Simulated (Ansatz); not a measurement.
# CeO (Fm-3m): phonons and vibrational spectra

The cell of CeO (Fm-3m) is at rest. What are its phonons? After the zone centre comes a 4×4×4 q mesh on a 12×12×12 k mesh.

Main program and level: Ansatz 0.2.0; DFT PBEsol+U, scalar-relativistic, plane waves, PAW.

In doubt: warnings of the run leave room for a lower electronic state, so energies may not be the lowest and differences between runs may mislead.

### Step 1. The starting structure

The structure is cubic, space group Fm-3m (No. 225). The conventional cell has a = 4.957 Å, b = 4.957 Å, c = 4.957 Å, α = 90.00°, β = 90.00°, γ = 90.00°. Nearest to Ce lie 6 O at 2.48 Å. O has 6 Ce at 2.48 Å nearest. Farther neighbours and most contacts between anions are not listed.

### Step 2. Zone-centre response

The cell comes from relaxations at this level that are not shown. The zone centre comes first: it holds the modes that light can see, as far as symmetry allows. No field response is asked, since the mesh shows no gap.

Input file input.yaml:

```yaml
crystal:
  lattice:
    - [0.0, 2.4784624275, 2.4784624275]
    - [2.4784624275, 0.0, 2.4784624275]
    - [2.4784624275, 2.4784624275, 0.0]
  atoms:
    - { symbol: Ce, position: [0.0, 0.0, 0.0] }
    - { symbol: O, position: [0.5, 0.5, 0.5] }
kpoints:
  mp_grid: { grid: [12, 12, 12] }
hamiltonian:
  xc: pbesol
  hubbard: { sites: [{ species: Ce, l: f, u_eff: 5.0 }] }
scf:
  occupations: { method: gaussian, width: 0.01 }
  convergence: { dr2_threshold: 1.0e-10 }
output:
  eigenvalues: true
phonons:
  method: dfpt
```

The run is started by

```console
$ ansatz run input.yaml --threads 8 --pin off --max-ram 14336MiB --backend cpu --events-out ev --progress --plain --runs-dir out
```

Numbers of over 12 decimals in the logs are rounded to 6 here.

What it wrote:

```text
Ce: projections on atomic orbitals take those of the free atom [Kr 4d10] 4f1 5s2 5p6 5d1 6s2, of charge +0.00 (hamiltonian.pseudopotentials.projection_atoms); the dataset's partial waves leave at most 1.4e-5 of an orbital's norm unspanned inside its sphere
O: projections on atomic orbitals take those of the free atom [He] 2s2 2p4, of charge +0.00 (hamiltonian.pseudopotentials.projection_atoms); the dataset's partial waves leave at most 1.9e-8 of an orbital's norm unspanned inside its sphere
band count auto-derived: 19, from the close of a first SCF at 13 (N_el = 18.0; filled up to band 9; 13 by the electrons, moments and atoms)
Engine: ansatz 0.2.0, x86_64-unknown-linux-gnu
Pseudopotentials: kind: paw
Pseudopotential: Ce, paw, valence charge 12, recommended cutoff 420 eV (normal), Ce.paw.azcp
Pseudopotential: O, paw, valence charge 6, recommended cutoff 420 eV (normal), O.paw.azcp
Functional definition: PBEsol
  exchange = pbesol_x
  correlation = pbesol_c
Crystal: 2 atoms, lattice volume = 30.449 Å³
Basis set: ecut = 420 eV, 609 PW (Γ), exchange–correlation on 48×48×48 points (8 copies of the dense FFT grid, shifted against one another)
Bands: 13, of which v1, the nominal top of the filled ones, is band 9 counted from 1 (8 counted from 0)
Symmetry: 48 space group operations
k-points: 163 of 1728 (irreducible under 8 space group operations, time reversal used)
Non-local potential: Ce, projectors of the file, l = 0: 3, l = 1: 2, l = 2: 2, l = 3: 3
Non-local potential: O, projectors of the file, l = 0: 2, l = 1: 2, l = 2: 1
PAW form: soft (Blöchl's): semilocal exchange-correlation on the pseudo side does not see the compensation charge
PAW frozen core: Ce, regenerated for the run's functional, and the local potential with it (the file was generated under x = pbe(κ = 0.804, μ = 0.219515), c = pbe(β = 0.066725))
PAW frozen core: O, regenerated for the run's functional, and the local potential with it (the file was generated under x = pbe(κ = 0.804, μ = 0.219515), c = pbe(β = 0.066725))
PAW one-centre angular grid: Ce, 590 points (default); XC on 64 Gauss nodes
PAW one-centre angular grid: O, 110 points (default); XC on 64 Gauss nodes
Initial density: superposition of atomic densities (chi_scale 0.1, normalization cell, long waves kept (reshape's long-wave potential 0.00 eV rms))
Initial wavefunctions: pseudopotential atomic-orbital guess
Functional: x = pbesol(κ = 0.804, μ = 0.123457), c = pbesol(β = 0.046)
SCF iter   1: F=—  HF=-7050.314055 eV  |F-HF|=—  |Δ(HF+E_count)|=         —  Δρ=2.43e-1  dr2=9.03e0  ethr=3.10e-3  ⟨swp⟩=5.3  Hψ=10653  notcnv=0
preconditioner: auto → none  [insulator: Δε(μ)=0.070 eV  Ē_g=14.786 eV  σ=0.010 eV  W_gap=0.90  n_scr=8 (ndim 8)  ℏωp=26.9 eV  f_vac=0.003  D(μ)=1.42/eV (n_scr^D=14)  ε∞_Penn≈4.3]
SCF iter   2: F=—  HF=-7047.323872 eV  |F-HF|=—  |Δ(HF+E_count)|=    2.99e0  Δρ=1.22e-1  dr2=4.62e0  ethr=3.10e-3  ⟨swp⟩=8.8  Hψ=11141  notcnv=0  defer=47
SCF iter   3: F=—  HF=-7047.067337 eV  |F-HF|=—  |Δ(HF+E_count)|=   2.57e-1  Δρ=1.03e-1  dr2=1.97e0  ethr=3.10e-3  ⟨swp⟩=6.3  Hψ=8399  notcnv=0  defer=30
SCF iter   4: F=—  HF=-7046.688815 eV  |F-HF|=—  |Δ(HF+E_count)|=   3.79e-1  Δρ=4.18e-2  dr2=1.39e-1  ethr=3.10e-3  ⟨swp⟩=5.5  Hψ=6625  notcnv=0  defer=28
SCF iter   5: F=—  HF=-7046.709417 eV  |F-HF|=—  |Δ(HF+E_count)|=   2.06e-2  Δρ=2.96e-2  dr2=2.47e-1  ethr=7.74e-4  ⟨swp⟩=6.7  Hψ=7657  notcnv=0  defer=68  recentre
SCF iter   6: F=—  HF=-7046.694626 eV  |F-HF|=—  |Δ(HF+E_count)|=   1.48e-2  Δρ=1.68e-2  dr2=1.69e-2  ethr=7.74e-4  ⟨swp⟩=5.2  Hψ=5809  notcnv=0  defer=13
SCF iter   7: F=—  HF=-7046.731537 eV  |F-HF|=—  |Δ(HF+E_count)|=   3.69e-2  Δρ=1.90e-2  dr2=1.04e-1  ethr=9.40e-5  ⟨swp⟩=5.0  Hψ=5074  notcnv=0  defer=34  recentre
SCF iter   8: F=—  HF=-7046.747312 eV  |F-HF|=—  |Δ(HF+E_count)|=   1.58e-2  Δρ=2.48e-2  dr2=1.78e-1  ethr=9.40e-5  ⟨swp⟩=4.8  Hψ=4215  notcnv=0  defer=66
SCF iter   9: F=—  HF=-7046.849044 eV  |F-HF|=—  |Δ(HF+E_count)|=   1.02e-1  Δρ=5.02e-2  dr2=7.00e-1  ethr=9.40e-5  ⟨swp⟩=5.3  Hψ=4674  notcnv=0  defer=43  recentre
SCF iter  10: F=—  HF=-7046.710160 eV  |F-HF|=—  |Δ(HF+E_count)|=   1.39e-1  Δρ=2.02e-2  dr2=1.16e-1  ethr=9.40e-5  ⟨swp⟩=6.7  Hψ=7279  notcnv=0  defer=74
[...]
iteration 101: the SCF's residuals had fallen too slowly under its mixing. It goes on by minimising its free energy, and can end on another state than longer mixing would; under `scf.algorithm: density_mixing` no SCF does so, but by `scf.convergence.dm_fallback`
[...]
SCF iter 105: F=—  HF=-7046.760664 eV  |F-HF|=—  |Δ(HF+E_count)|=   2.56e-5  Δρ=6.58e-5  dr2=1.59e-6  ethr=1.19e-6  ⟨swp⟩=2.4  Hψ=10319  notcnv=0
SCF iter 106: F=—  HF=-7046.760664 eV  |F-HF|=—  |Δ(HF+E_count)|=   2.15e-7  Δρ=1.48e-5  dr2=4.47e-8  ethr=8.83e-9  ⟨swp⟩=2.2  Hψ=7264  notcnv=0
SCF iter 107: F=—  HF=-7046.760664 eV  |F-HF|=—  |Δ(HF+E_count)|=   1.01e-8  Δρ=2.80e-6  dr2=1.94e-9  ethr=2.48e-10  ⟨swp⟩=1.4  Hψ=5524  notcnv=0
SCF iter 108: F=—  HF=-7046.760664 eV  |F-HF|=—  |Δ(HF+E_count)|=  3.55e-10  Δρ=7.64e-7  dr2=1.44e-10  ethr=1.08e-11  ⟨swp⟩=1.3  Hψ=5639  notcnv=0
SCF iter 109: F=-7046.760664 eV  HF=-7046.760664 eV  |F-HF|=7.28e-12  |Δ(HF+E_count)|=  2.64e-11  Δρ=1.56e-7  dr2=5.55e-12  ethr=1.00e-12  ⟨swp⟩=1.5  Hψ=5319  notcnv=0
SCF iter 110: F=-7046.760664 eV  HF=-7046.760664 eV  |F-HF|=0.00e0  |Δ(HF+E_count)|=  5.46e-12  Δρ=1.55e-7  dr2=5.41e-12  ethr=1.00e-12  ⟨swp⟩=1.4  Hψ=5265  notcnv=0
SCF 1, on 13 bands, converged in 110 iterations: F = -7046.760664 eV; the run's SCF on all bands comes behind
  greatest PAW one-centre occupation: 0.980 electrons in one spin orbital (limit 2), on the Ce atom at site 0 (counted from 0), in its partial waves of l = 0
Bands: 19, of which v1, the nominal top of the filled ones, is band 9 counted from 1 (8 counted from 0)
Initial density: handed on by an earlier stage of this run
iter 1 solved again at ethr=1.75e-8 eV; its pass at ethr=3.10e-3 eV (dr2=3.16e-6 eV) is discarded
SCF iter   1: F=—  HF=-7046.760665 eV  |F-HF|=—  |Δ(HF+E_count)|=         —  Δρ=5.97e-7  dr2=4.61e-11  ethr=1.75e-8  ⟨swp⟩=3.7  Hψ=24724  notcnv=0
eigensolver tolerance schedule: the retry pair's looser diagonalisation over-reported the residual by 68480.05 of it (diagonalisation noise at 0.63 of the residual, at the tolerance the schedule requests for it); recorded, not acted on — ethr = c·dr2/N_el stays at c = 1.0e-1
preconditioner: auto → none  [metal: Δε(μ)=0.000 eV  Ē_g=13.815 eV  σ=0.010 eV  W_gap=0.00  n_scr=8 (ndim 8)  ℏωp=26.9 eV  f_vac=0.006  D(μ)=0.78/eV (n_scr^D=0)]
SCF iter   2: F=—  HF=-7046.760664 eV  |F-HF|=—  |Δ(HF+E_count)|=   4.84e-7  Δρ=1.00e-6  dr2=2.69e-10  ethr=1.00e-12  ⟨swp⟩=9.2  Hψ=15400  notcnv=0
SCF iter   3: F=-7046.760664 eV  HF=-7046.760664 eV  |F-HF|=4.55e-12  |Δ(HF+E_count)|=  4.18e-11  Δρ=2.01e-7  dr2=8.72e-12  ethr=1.00e-12  ⟨swp⟩=4.9  Hψ=12037  notcnv=0
SCF 2 converged in 3 iterations: F = -7046.760664 eV  dr2 = 8.72e-12
DFPT response loops at Γ: preconditioner auto → Kerker (q_TF=auto, 2.499 Å⁻¹) (partly filled bands, converged f_vac=0.006); β = 1.00, the filter's whole step (`scf.mixing.beta` (0.50) is not read by the response loops under this deck's `scf.mixing.preconditioner`; to damp them name `kerker` or `kerker_dos`, under which they read `scf.mixing.beta`, and type it under 1.00, their step now; both keys bind the ground state too); Broyden in place of MSR1
SCF converged after 113 iterations (110 of them on 13 bands)
Free energy (F): -7046.760664 eV
Harris-Foulkes:  -7046.760664 eV  (|F-HF|=4.55e-12)
Internal energy: -7046.760625 eV  (E = F + TS)
E sigma→0 (E₀):  -7046.760645 eV
Entropy (-TS):   -0.000039 eV (-0.020 meV/atom)
Fermi energy:    17.394039 eV
--- Per-component energies (eV) ---
  E_band       = 56.847390
  E_kinetic    = 555.974014
  E_local      = -525.327291  (includes V_loc(G=0)·N_el)
  E_nonlocal   = -1.732286
  E_hartree    = 186.127369
  E_xc         = -299.736257
  E_vxc        = -347.346762  (∫ρ·V_xc dr)
  E_hubbard    = 1.809612  (on-site DFT+U / exact-exchange correction)
  E_vhub       = 1.063417  (the Hubbard potential's part of the band-sum identity)
  E_paw        = -5537.521014  (= ΣΔE_a)
  E_vpaw       = 1.959187  (= ΣTr[D̂ρ^β])
  E_aug_tail   = 0.002445  (compensation charges beyond the density's cutoff)
  E_ewald      = -1426.618802
  E_core_change = 0.261583  (= ΣΔE_core)
  E_smearing   = -0.000039  (= −TS)
  E_closure    = 0.000000  (closes the sum)
  Σ components = -7046.760664   (vs F -7046.760664, Δ=0.00e0)
--- Band table (eV; the first three rows and the last of 163) ---
  k-point 0: bands = [... 5 lower, 12.4353, 12.4353, 12.4353, 16.7459, 17.7296, 17.7296, 17.7296, 18.0919, ... 6 higher]
  k-point 1: bands = [... 5 lower, 12.2356, 12.2939, 12.2939, 16.6237, 17.8500, 17.8500, 17.8685, 18.4547, ... 6 higher]
  k-point 2: bands = [... 5 lower, 11.7499, 11.9389, 11.9389, 16.5000, 18.0810, 18.1639, 18.1639, 19.2349, ... 6 higher]
  k-point 162: bands = [... 5 lower, 11.0791, 12.8437, 12.8437, 17.3940, 17.3940, 17.5598, 19.0204, 19.0204, ... 6 higher]
Occupation matrices written to <dir>
--- Phonons (Γ-DFPT): 2 representative perturbations + reference, on 163 of 1728 k-points (Σ response iterations 20) ---
  k mesh reduced under 8 symmetry operations, with k and −k counted as one. Each operation leaves every solved perturbation unchanged. A smaller set is not considered because the run has a Hubbard term
  ASR residual: 1.540e-4 → 0.000e0 eV/Å²; symmetrization residual: 6.617e-7 eV/Å²
  ASR residual per site (eV/Å²): 1.41e-4 1.54e-4
  Γ frequencies (cm⁻¹): 0.00 0.00 0.00 375.55 375.55 375.55
  non-analytic LO–TO correction: not included (Born effective charges unavailable; polar crystals: no LO–TO splitting at Γ)
```

The job ended after 15 s (8 threads of Intel Xeon Platinum 8488C (Sapphire Rapids), shared host; peak memory 0.67 GiB).

This run has no spin polarisation, although Ce can carry a moment.

This step gave:

| Property | Result |
| --- | --- |
| volume per atom | 15.22 Å³ |
| gap on the k-mesh | 0 eV |
| sum-rule residual before enforcement | 1.54e-4 eV/Å² |
| point group | m-3m |
| highest optical mode at the zone centre (no LO-TO term) | 375.6 cm⁻¹ |
| lowest optical zone-centre mode | 375.6 cm⁻¹ |

Without the LO-TO term. Patterns of degenerate modes are one choice out of their space. Modes at Γ, with each element's share of the kinetic energy:

| mode | frequency (cm⁻¹) | symmetry | Ce % | O % |
| --- | --- | --- | --- | --- |
| 1 | 0.0 | acoustic | 90 | 10 |
| 2 | 0.0 | acoustic | 90 | 10 |
| 3 | 0.0 | acoustic | 90 | 10 |
| 4 | 375.6 | T1u | 10 | 90 |
| 5 | 375.6 | T1u | 10 | 90 |
| 6 | 375.6 | T1u | 10 | 90 |

Displacements in mode 4 (375.6 cm⁻¹), the largest set to 1:
```
Ce1  0.00  0.00 -0.11
O2   0.00  0.00  1.00
```

Before it was imposed, the acoustic sum rule was missed by 1.5e-4 eV/Å². Small misses are needed for a sound result but don't prove that mesh and cutoff are converged. The lowest optical mode is real, 376 cm⁻¹.

(Continued in part 2 of 2.)

[Logs are printed without paths, hosts, clocks, repeated set-up lines and the standing remarks that a program may print on its own settings, such as how far it seeks lower states.]

[Hosts, paths, dates, database ids (printed as entryN), source tags and the programs' standing remarks are cut or masked in the printed files.]
